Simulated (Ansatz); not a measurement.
# How fast states decay through Ca2ZrS4

A new crystal, Ca2ZrS4: structure, gap and complex bands. It is built by putting Zr for Sn in the Ca2SnS4 structure of space group Cmmm, with the volume rescaled by atomic radii. The parent structure comes from the Materials Project.

Program: Ansatz 0.2.0. Level of theory: PBE DFT, plane waves, PAW files, in the first sound run; inputs show where later runs differ. Results are calculated unless marked as measured.

Most raw output is cut from this account.

The structure was built from a prototype and need not be the compound's stable phase.

**1. Set-up**

Symmetry: Cmmm, No. 65, orthorhombic system. The conventional cell has a = 8.353 Å, b = 11.579 Å, c = 3.955 Å, α = 90.00°, β = 90.00°, γ = 90.00°. Nearest to Ca lie 6 S at 2.89 to 2.91 Å. Nearest to Zr lie 6 S at 2.65 to 2.68 Å. S has 1 Zr at 2.65 Å and 4 Ca at 2.89 Å nearest. Nearest to S lie 2 Zr at 2.68 Å and 2 Ca at 2.91 Å. It derives from Ca2SnS4. Zr for Sn in the Ca2SnS4 structure of space group Cmmm. Farther neighbours and most contacts between anions are not listed.

**2. Relaxing the new crystal**

The substituted atoms don't fit the parent's cell, so cell and atoms relax together. A small smearing keeps the run stable in case the gap closes on the way.

The input, input.yaml:

```yaml
crystal:
  lattice:
    - [4.17644615, -5.7892994226, 0.0]
    - [4.17644615, 5.7892994226, 0.0]
    - [0.0, 0.0, 3.9546064961]
  atoms:
    - { symbol: Ca, position: [0.5, 0.0, 0.5] }
    - { symbol: Ca, position: [0.0, 0.5, 0.5] }
    - { symbol: Zr, position: [0.0, 0.0, 0.0] }
    - { symbol: S, position: [0.22910062, 0.77089938, 0.0] }
    - { symbol: S, position: [0.77089938, 0.22910062, 0.0] }
    - { symbol: S, position: [0.21733061, 0.21733061, 0.5] }
    - { symbol: S, position: [0.78266939, 0.78266939, 0.5] }
kpoints:
  mp_grid: { grid: [4, 4, 6] }
scf:
  occupations: { method: gaussian, width: 0.03 }
hamiltonian:
  xc: pbe
output:
  forces: true
  stress: true
relax:
  f_tol: 0.02
  max_steps: 60
  cell: {}
```

Launch:

```
ansatz run input.yaml --threads 2 --pin off --max-ram 4096MiB --backend cpu --events-out ev --progress --plain --runs-dir out
```

It took 35 s on 2 threads of Arm Neoverse V2, shared host; peak memory 0.53 GiB.

Relaxation path:

| step | energy less that of the first step (eV) | largest force component (eV/Å) | pressure (GPa) | volume (Å³) |
| --- | --- | --- | --- | --- |
| 1 | 0.0000 | 0.6732 | -4.42 | 191.23 |
| 2 | 0.0387 | 1.3807 | 5.13 | 169.96 |
| 3 | -0.2070 | 0.1723 | -1.14 | 180.20 |
| 4 | -0.2192 | 0.0346 | 0.16 | 176.42 |
| 5 | -0.2195 | 0.0106 | 0.01 | 176.79 |
| 6 | -0.2196 | 0.0025 | 0.00 | 176.88 |
| 7* | -0.2190 | 0.0026 | 0.00 | 176.88 |

Relaxation steps marked * repeat the geometry before them on a plane-wave basis chosen anew for their cell, so energy and pressure can jump there. Relaxation step 2 was tried and not accepted.

The run keeps the 8 symmetry operations that it works with, so distortions that break them were not tested.

| conventional cell, symmetrised | before | after | change |
| --- | --- | --- | --- |
| a (Å) | 8.353 | 8.161 | -2.3 % |
| b (Å) | 11.579 | 11.238 | -2.9 % |
| c (Å) | 3.955 | 3.858 | -2.5 % |
| volume (Å³/atom) | 27.32 | 25.27 | -7.5 % |

The atoms that moved most (Å, as changes of fractional coordinates times the final cell):

| atom | dx | dy | dz | length |
| --- | --- | --- | --- | --- |
| S6 | -0.017 | 0.000 | 0.000 | 0.017 |
| S7 | 0.017 | 0.000 | 0.000 | 0.017 |
| S4 | 0.000 | -0.012 | 0.000 | 0.012 |
| S5 | 0.000 | 0.012 | 0.000 | 0.012 |

Numbers from this step:

```
free energy  : -11439.2022 eV
Fermi energy : 6.055 eV
pressure     : 0.002561 GPa
```

The largest force component on a free atom ends at 0.0026 eV/Å.

**3. The bulk crystal and its band edges**

The energy window and the wavevectors of the next steps follow from the band edges, so these are searched first, off the mesh as well.

The input, input.yaml:

```yaml
crystal:
  lattice:
    - [4.0803757725, -5.6187518947, 0.0]
    - [4.0803757725, 5.6187518947, 0.0]
    - [0.0, 0.0, 3.8575591869]
  atoms:
    - { symbol: Ca, position: [0.5, 0.0, 0.5] }
    - { symbol: Ca, position: [0.0, 0.5, 0.5] }
    - { symbol: Zr, position: [0.0, 0.0, 0.0] }
    - { symbol: S, position: [0.230130639, 0.769869361, 0.0] }
    - { symbol: S, position: [0.769869361, 0.230130639, 0.0] }
    - { symbol: S, position: [0.2152254179, 0.2152254179, 0.5] }
    - { symbol: S, position: [0.7847745821, 0.7847745821, 0.5] }
kpoints:
  mp_grid: { grid: [4, 4, 6] }
  band_path: { path: [VBM, CBM], npoints: 30 }
scf:
  occupations: { method: fixed }
hamiltonian:
  xc: pbe
output:
  eigenvalues: true
  write_potential: true
  write_density: true
  volumetric_format: npy
  elf: true
```

The job ended after 25 s (2 threads; peak memory 0.49 GiB).

This step gave:

```yaml
free_energy: -11439.2023 eV
fermi_energy: 5.280 eV
gap_on_the_k_mesh: 1.549 eV
gap_on_path: 1.549 eV, by band count; negative where bands overlap
direct_gap_on_path: 1.549 eV
edge_places_on_path: 0, 0 1/A along the path
```

Levels at VBM (eV): -3.61, -3.38, -2.46, -2.29, -2.19, -1.41, -1.33, -1.07, -0.91, -0.14, -0.10, 0.00, 1.55, 2.52, 2.75, 3.21, 4.64, 4.88, 5.04.

ELF in the ab plane of the conventional cell at fractional z = 0.500, with atoms of Ca and S within 0.2 Å of it. It is the smooth field of the valence electrons, not physical close to the nuclei.

Ten even steps from '0' (0.01) to '9' (0.89), each cell a mean:
```
26884489961004899636873
14789999740002699999852
01356654310000245665420
00001221000000012321000
00027887200000158984000
00069999500000389898200
00059999400000279997200
00015774100000036763000
00001222110000122211000
00257888742013678876300
01589988884136888999720
02699712786248851499840
01699844885237863699830
00489999873125899998620
00134566531002456654200
00001221000000012320000
00037886200000058985100
00069999500000289898200
00059999500000289997200
00014775100000036762000
00112221000000011222100
02478887520001367887631
14888899851003799988862
26872179961004899415873
```
Columns run along a (8.2 Å), rows up along b (11.2 Å), edges of the conventional cell, whose origin can differ from the input's. Atoms in or near the plane, at fractional coordinates: Ca at (0.25, 0.75), Ca at (0.75, 0.25), Ca at (0.25, 0.25), Ca at (0.75, 0.75), S at (0.22, 0.00), S at (0.72, 0.50), S at (0.28, 0.50), S at (0.78, 0.00).

Valence density in the ab plane of the conventional cell at fractional z = 0.500, with atoms of Ca and S within 0.2 Å of it. It is the smooth field of the valence electrons, not physical close to the nuclei.

Ten steps, logarithmic in the rise over the least value, from '0' (0.0 e/Å³) to '9' (6.3 e/Å³), each cell a mean:
```
23465565310000246656542
12345554210000134555421
11223332100000012333211
01112332100000013432110
11136776310000257874211
11258998521111379997311
11148997411111368986311
00025664211111135653100
00012232111001122321000
00012444321112344432100
00124566542123456653100
00135645653224564564200
00135655643224565654200
00124555432112455543100
00012333221111233321000
00012332111001123431000
00136776311111257874200
11258998521111379997311
11248997411111368986311
11125664200000135653111
01112322100000012322110
11234442100000123444321
12456654210000235665432
23565465310000246546542
```
Columns run along a (8.2 Å), rows up along b (11.2 Å), edges of the conventional cell, whose origin can differ from the input's. Atoms in or near the plane, at fractional coordinates: Ca at (0.25, 0.75), Ca at (0.75, 0.25), Ca at (0.25, 0.25), Ca at (0.75, 0.75), S at (0.22, 0.00), S at (0.72, 0.50), S at (0.28, 0.50), S at (0.78, 0.00).

Electrostatic potential energy in the ab plane of the conventional cell at fractional z = 0.500, with atoms of Ca and S within 0.2 Å of it. With pseudopotentials it is smooth inside the atoms' cores, unlike the true potential.

Ten even steps from '0' (-51 eV) to '9' (11 eV), each cell a mean:
```
99843337999999985333699
99986679999999998667899
99999999999999999999999
99998888999999988888999
99985335899999864347899
99862002689999740004899
99862003789999851015899
99987557899999876567899
99998888999999998889999
99999888999999998899999
99998544799999854479999
99996343489999634348999
99997333489999633358999
99999766899999876689999
99999999999999999999999
99998888999999988888999
99975335899999864347899
99862002689999740004899
99872003789999851015899
99987557899999876567899
99998889999999998889999
99998899999999999889999
99964468999999997445899
99843436999999984343699
```
Columns run along a (8.2 Å; values clipped at the 3rd and 97th percentile), rows up along b (11.2 Å), edges of the conventional cell, whose origin can differ from the input's. Atoms in or near the plane, at fractional coordinates: Ca at (0.25, 0.75), Ca at (0.75, 0.25), Ca at (0.25, 0.25), Ca at (0.75, 0.75), S at (0.22, 0.00), S at (0.72, 0.50), S at (0.28, 0.50), S at (0.78, 0.00).

The searched edges give 1.55 eV, as on the mesh.

**4. Decaying states in the gap**

This step: PBE DFT, plane waves, PAW files; complex bands by layer matching along the plane's normal (Ansatz 0.2.0).

The same crystal is laid in a cell whose first two vectors span the (010) plane (indices of the standard conventional cell, whose axes can be ordered otherwise than in the bulk input). At fixed energy and wavevector in the plane the solver finds all kz, real and complex. A few wavevectors are listed, (0, 0) and (0.5, 0) in units of the plane's reciprocal vectors; the slowest state needn't be among them.

The input, input.yaml:

```yaml
crystal:
  lattice:
    - [3.857559187, 0.0, 0.0]
    - [0.0, 8.160751545, 0.0]
    - [0.0, 4.080375772, 5.618751895]
  atoms:
    - { symbol: Ca, position: [0.5, 0.5, 0.5] }
    - { symbol: Ca, position: [0.5, 0.0, 0.5] }
    - { symbol: Zr, position: [0.0, 0.0, 0.0] }
    - { symbol: S, position: [0.0, 0.230130639, 0.539738722] }
    - { symbol: S, position: [0.0, 0.769869361, 0.460261278] }
    - { symbol: S, position: [0.5, 0.2152254179, 0.0] }
    - { symbol: S, position: [0.5, 0.7847745821, 0.0] }
kpoints:
  mp_grid: { grid: [6, 4, 4] }
scf:
  occupations: { method: fixed }
hamiltonian:
  xc: pbe
output:
  eigenvalues: true
  transmission:
    leads: [[0, 0]]
    kpoints: [[0.0, 0.0], [0.5, 0.0]]
    e_range: [-1.0, 2.55]
    de: 0.09
```

Elapsed: 57 s, on 2 threads; peak memory 0.81 GiB.

Numbers from this step:

```
free energy                                               : -11439.2022 eV
level to which the leads are filled                       : 0.7746 eV from the Fermi level
decay constant at the filling level, zone centre          : 0.2429 Å⁻¹
decay constant at the filling level, slowest listed point : 0.2429 Å⁻¹
```

K parallel (0, 0); values up to 1.5 1/Å, a degenerate pair printed once or twice; energies at which all values exceed this have no row. The Im kz of the slowest decaying states by energy, zero at the highest filled level on the SCF mesh:

| energy (eV) | decay 1 (Å⁻¹) | decay 2 (Å⁻¹) | decay 3 (Å⁻¹) | decay 4 (Å⁻¹) |
| --- | --- | --- | --- | --- |
| -1.00 | 0.383 | 0.488 | 0.693 | 0.745 |
| -0.82 | 0.0950 | 0.510 | 0.576 | 0.646 |
| -0.64 | 0.167 | 0.477 | 0.528 | 0.683 |
| -0.46 | 0.0664 | 0.327 | 0.542 | 0.658 |
| -0.28 | 0.310 | 0.552 | 0.637 | 0.803 |
| -0.10 | 0.0170 | 0.111 | 0.345 | 0.558 |
| -0.01 | 0.0955 | 0.193 | 0.361 | 0.559 |
| 0.08 | 0.131 | 0.154 | 0.238 | 0.376 |
| 0.26 | 0.177 | 0.260 | 0.291 | 0.400 |
| 0.44 | 0.207 | 0.317 | 0.321 | 0.419 |
| 0.62 | 0.228 | 0.340 | 0.353 | 0.434 |
| 0.80 | 0.243 | 0.351 | 0.377 | 0.447 |
| 0.89 | 0.248 | 0.355 | 0.386 | 0.452 |
| 1.07 | 0.254 | 0.358 | 0.397 | 0.462 |
| 1.25 | 0.250 | 0.358 | 0.401 | 0.441 |
| 1.43 | 0.207 | 0.353 | 0.377 | 0.398 |
| 1.61 | 0.333 | 0.344 | 0.389 | 0.483 |
| 1.79 | 0.0805 | 0.318 | 0.332 | 0.372 |
| 1.97 | 0.256 | 0.312 | 0.313 | 0.346 |
| 2.15 | 0.289 | 0.299 | 0.306 | 0.309 |
| 2.33 | 0.239 | 0.254 | 0.304 | 0.305 |
| 2.51 | 0.0644 | 0.203 | 0.283 | 0.300 |

K parallel (0.5, 0); values up to 1.5 1/Å, a degenerate pair printed once or twice; energies at which all values exceed this have no row. The Im kz of the slowest decaying states by energy, zero at the highest filled level on the SCF mesh:

| energy (eV) | decay 1 (Å⁻¹) | decay 2 (Å⁻¹) | decay 3 (Å⁻¹) | decay 4 (Å⁻¹) |
| --- | --- | --- | --- | --- |
| -1.00 | 0.0747 | 0.453 | 0.563 | 0.678 |
| -0.82 | 0.155 | 0.156 | 0.161 | 0.174 |
| -0.73 | 0.187 | 0.200 | 0.202 | 0.259 |
| -0.55 | 0.231 | 0.248 | 0.256 | 0.359 |
| -0.46 | 0.248 | 0.265 | 0.274 | 0.377 |
| -0.28 | 0.276 | 0.290 | 0.298 | 0.405 |
| -0.19 | 0.287 | 0.299 | 0.306 | 0.416 |
| -0.01 | 0.306 | 0.312 | 0.316 | 0.433 |
| 0.08 | 0.314 | 0.316 | 0.319 | 0.440 |
| 0.26 | 0.319 | 0.321 | 0.327 | 0.451 |
| 0.44 | 0.315 | 0.322 | 0.338 | 0.460 |
| 0.53 | 0.310 | 0.321 | 0.343 | 0.463 |
| 0.71 | 0.297 | 0.315 | 0.350 | 0.469 |
| 0.80 | 0.288 | 0.311 | 0.354 | 0.471 |
| 0.98 | 0.265 | 0.300 | 0.359 | 0.474 |
| 1.07 | 0.250 | 0.292 | 0.361 | 0.475 |
| 1.25 | 0.211 | 0.273 | 0.365 | 0.477 |
| 1.43 | 0.149 | 0.248 | 0.367 | 0.477 |
| 1.52 | 0.0963 | 0.233 | 0.367 | 0.476 |
| 1.70 | 0.193 | 0.368 | 0.475 | 0.524 |
| 1.79 | 0.166 | 0.368 | 0.474 | 0.522 |
| 1.97 | 0.0793 | 0.367 | 0.470 | 0.517 |
| 2.06 | 0.366 | 0.469 | 0.514 | 0.535 |
| 2.24 | 0.364 | 0.464 | 0.507 | 0.521 |
| 2.33 | 0.0720 | 0.362 | 0.461 | 0.504 |
| 2.51 | 0.188 | 0.359 | 0.455 | 0.495 |

At the listed wavevectors the last open channel is at -0.01 eV and the next at +1.61 eV on the grid. At +0.80 eV, the grid energy nearest the filling level (the middle of the gap on the SCF mesh), the slowest state at the listed wavevectors decays with κ = 0.243 Å⁻¹, its amplitude falling by e over 4.1 Å. Through 1 nm of this crystal that state's transmission falls by exp(−2 × 0.243 Å⁻¹ × 10 Å) = 0.0078.

**5. Decay over the two-dimensional zone**

The listed points could miss the slowest state, so one energy near mid-gap is solved on a mesh of 12×8.

input.yaml: that of step 4 with these lines changed.

```diff
@@ -21,6 +21,2 @@
   eigenvalues: true
-  transmission:
-    leads: [[0, 0]]
-    kpoints: [[0.0, 0.0], [0.5, 0.0]]
-    e_range: [-1.0, 2.55]
-    de: 0.09
+  transmission: { leads: [[0, 0]], kmesh: [12, 8], e_range: [0.77, 0.78], de: 0.05 }
```

Wall time 98 s (2 threads); peak memory 0.88 GiB.

Numbers from this step:

* least decay constant on the mesh: 0.2408 Å⁻¹

Slowest decay constant (1/Å; 0 where a channel is open) over k1 and k2. At 0.7700 eV from the Fermi level.

Ten even steps from '_' (0.241) to '@' (0.443):
```
##**==++++++--++++++==**
++--==**++==::==++**==--
----**@@**==::==**@@**--
::==##@@##::__::##@@##==
----**@@**==::==**@@**--
++--==**++==::==++**==--
##**==++++++--++++++==**
@@%%**++++%%--%%++++**%%
```
Columns: k1 (b1) from -0.5 to 0.417; rows upwards: k2 (b2) from -0.5 to 0.375.

The least value on the mesh is 0.241 Å⁻¹ at +0.77 eV. At that energy the listed points give about 0.241 Å⁻¹ by interpolation, so the mesh holds no clearly slower state.

**6. Band edges at another level**

This step: PBEsol DFT, plane waves, PAW files (Ansatz 0.2.0).

The edges again with PBEsol, at the same atoms.

The input, input.yaml:

```yaml
crystal:
  lattice:
    - [4.0803757725, -5.6187518947, 0.0]
    - [4.0803757725, 5.6187518947, 0.0]
    - [0.0, 0.0, 3.8575591869]
  atoms:
    - { symbol: Ca, position: [0.5, 0.0, 0.5] }
    - { symbol: Ca, position: [0.0, 0.5, 0.5] }
    - { symbol: Zr, position: [0.0, 0.0, 0.0] }
    - { symbol: S, position: [0.230130639, 0.769869361, 0.0] }
    - { symbol: S, position: [0.769869361, 0.230130639, 0.0] }
    - { symbol: S, position: [0.2152254179, 0.2152254179, 0.5] }
    - { symbol: S, position: [0.7847745821, 0.7847745821, 0.5] }
kpoints:
  mp_grid: { grid: [4, 4, 6] }
  band_path: { path: [VBM, CBM], npoints: 30 }
scf:
  occupations: { method: fixed }
hamiltonian:
  xc: pbesol
output:
  eigenvalues: true
```

The job ended after 24 s (2 threads; peak memory 0.47 GiB; 48 s of CPU time).

Numbers from this step:

```
free energy        : -11269.1700 eV
Fermi energy       : 5.210 eV
gap on the k-mesh  : 1.469 eV
gap on path        : 1.469 eV, by band count; negative where bands overlap
direct gap on path : 1.469 eV
```

Levels at VBM (eV): -3.68, -3.44, -2.51, -2.30, -2.22, -1.43, -1.36, -1.09, -0.93, -0.14, -0.11, 0.00, 1.47, 2.46, 2.69, 3.12, 4.47, 4.86, 4.98.

The searched edges give 1.47 eV, as on the mesh.

For the gap on path, step 3 gave 1.55 eV; this run, with PBEsol, gives 1.47 eV.

**7. Complex bands at another level**

This step: PBEsol DFT, plane waves, PAW files; complex bands by layer matching along the plane's normal (Ansatz 0.2.0).

The complex bands at that level, over its own gap, at (0, 0) and (0.5, 0).

The input, input.yaml:

```yaml
crystal:
  lattice:
    - [3.857559187, 0.0, 0.0]
    - [0.0, 8.160751545, 0.0]
    - [0.0, 4.080375772, 5.618751895]
  atoms:
    - { symbol: Ca, position: [0.5, 0.5, 0.5] }
    - { symbol: Ca, position: [0.5, 0.0, 0.5] }
    - { symbol: Zr, position: [0.0, 0.0, 0.0] }
    - { symbol: S, position: [0.0, 0.230130639, 0.539738722] }
    - { symbol: S, position: [0.0, 0.769869361, 0.460261278] }
    - { symbol: S, position: [0.5, 0.2152254179, 0.0] }
    - { symbol: S, position: [0.5, 0.7847745821, 0.0] }
kpoints:
  mp_grid: { grid: [6, 4, 4] }
scf:
  occupations: { method: fixed }
hamiltonian:
  xc: pbesol
output:
  eigenvalues: true
  transmission:
    leads: [[0, 0]]
    kpoints: [[0.0, 0.0], [0.5, 0.0]]
    e_range: [-1.0, 2.47]
    de: 0.09
```

Run time: 55 s. Hardware: 2 threads; peak memory 0.81 GiB; 90 s of CPU time.

Numbers from this step:

| Property | Result |
| --- | --- |
| level to which the leads are filled | 0.7346 eV from the Fermi level |
| decay constant at the filling level, zone centre | 0.2309 Å⁻¹ |
| decay constant at the filling level, slowest listed point | 0.2309 Å⁻¹ |

K parallel (0, 0); values up to 1.5 1/Å, a degenerate pair printed once or twice; energies at which all values exceed this have no row. Im kz of the slowest decaying states against energy, zero at the highest filled level on the SCF mesh:

| energy (eV) | decay 1 (Å⁻¹) | decay 2 (Å⁻¹) | decay 3 (Å⁻¹) | decay 4 (Å⁻¹) |
| --- | --- | --- | --- | --- |
| -1.00 | 0.366 | 0.488 | 0.713 | 0.732 |
| -0.82 | 0.135 | 0.509 | 0.581 | 0.644 |
| -0.64 | 0.170 | 0.474 | 0.526 | 0.672 |
| -0.46 | 0.0556 | 0.327 | 0.539 | 0.647 |
| -0.28 | 0.315 | 0.547 | 0.627 | 0.797 |
| -0.10 | 0.0245 | 0.117 | 0.350 | 0.552 |
| -0.01 | 0.0951 | 0.194 | 0.365 | 0.553 |
| 0.17 | 0.154 | 0.214 | 0.266 | 0.392 |
| 0.35 | 0.189 | 0.287 | 0.303 | 0.413 |
| 0.53 | 0.214 | 0.326 | 0.331 | 0.430 |
| 0.71 | 0.231 | 0.340 | 0.360 | 0.443 |
| 0.89 | 0.242 | 0.348 | 0.378 | 0.455 |
| 1.07 | 0.246 | 0.350 | 0.388 | 0.465 |
| 1.25 | 0.234 | 0.349 | 0.391 | 0.407 |
| 1.43 | 0.132 | 0.343 | 0.344 | 0.388 |
| 1.52 | 0.324 | 0.339 | 0.384 | 0.484 |
| 1.70 | 0.309 | 0.327 | 0.369 | 0.482 |
| 1.88 | 0.238 | 0.304 | 0.311 | 0.346 |
| 2.06 | 0.283 | 0.288 | 0.300 | 0.309 |
| 2.24 | 0.250 | 0.256 | 0.288 | 0.296 |
| 2.42 | 0.123 | 0.209 | 0.266 | 0.292 |

K parallel (0.5, 0); values up to 1.5 1/Å, a degenerate pair printed once or twice; energies at which all values exceed this have no row. Im kz of the slowest decaying states against energy, zero at the highest filled level on the SCF mesh:

| energy (eV) | decay 1 (Å⁻¹) | decay 2 (Å⁻¹) | decay 3 (Å⁻¹) | decay 4 (Å⁻¹) |
| --- | --- | --- | --- | --- |
| -1.00 | 0.0364 | 0.139 | 0.448 | 0.560 |
| -0.73 | 0.189 | 0.201 | 0.204 | 0.267 |
| -0.55 | 0.231 | 0.246 | 0.254 | 0.367 |
| -0.28 | 0.274 | 0.285 | 0.292 | 0.410 |
| -0.01 | 0.303 | 0.305 | 0.308 | 0.436 |
| 0.26 | 0.309 | 0.313 | 0.324 | 0.454 |
| 0.44 | 0.303 | 0.313 | 0.335 | 0.462 |
| 0.71 | 0.282 | 0.304 | 0.347 | 0.471 |
| 0.98 | 0.246 | 0.286 | 0.355 | 0.476 |
| 1.16 | 0.208 | 0.268 | 0.359 | 0.477 |
| 1.43 | 0.0993 | 0.229 | 0.362 | 0.477 |
| 1.70 | 0.165 | 0.363 | 0.475 | 0.518 |
| 1.97 | 0.362 | 0.470 | 0.510 | 0.534 |
| 2.15 | 0.360 | 0.466 | 0.504 | 0.520 |
| 2.42 | 0.170 | 0.355 | 0.457 | 0.492 |

At the listed wavevectors the last open channel is at -0.01 eV and the next at +1.52 eV on the grid. At +0.71 eV, the grid energy nearest the filling level (the middle of the gap on the SCF mesh), the slowest state at the listed wavevectors decays with κ = 0.231 Å⁻¹, its amplitude falling by e over 4.3 Å; the first such run, plane (010), gave 0.243 Å⁻¹.

**8. Outcome**

```yaml
band_gap: 1.55 eV
least_decay_constant_at_mid_gap_normal_to_010: 0.243 Å⁻¹
least_decay_constant_on_a_mesh_normal_to_010: 0.241 Å⁻¹
least_decay_constant_pbesol: 0.231 Å⁻¹
```

With PBE, the slowest decay at the wavevectors tried is κ = 0.243 Å⁻¹, normal to (010). Through such a film the transmission near mid-gap falls as exp(−2κd), a factor of ten every 4.7 Å. A free electron under a barrier of half the gap would need a mass of 0.29 mₑ to decay at this rate. With PBEsol the gap goes from 1.55 to 1.47 eV and the decay constant, over the first 2 listed wavevectors, from 0.243 to 0.231 Å⁻¹. The compound is made up by substitution; its stability against other phases and against distortions of the cell's symmetry was not tested. A semilocal functional narrows gaps, so real decay constants are likely larger.

[Logs are printed without paths, hosts, clocks, repeated set-up lines and the standing remarks that a program may print on its own settings, such as how far it seeks lower states.]

[Hosts, paths, dates, database ids (printed as entryN), source tags and the programs' standing remarks are cut or masked in the printed files.]
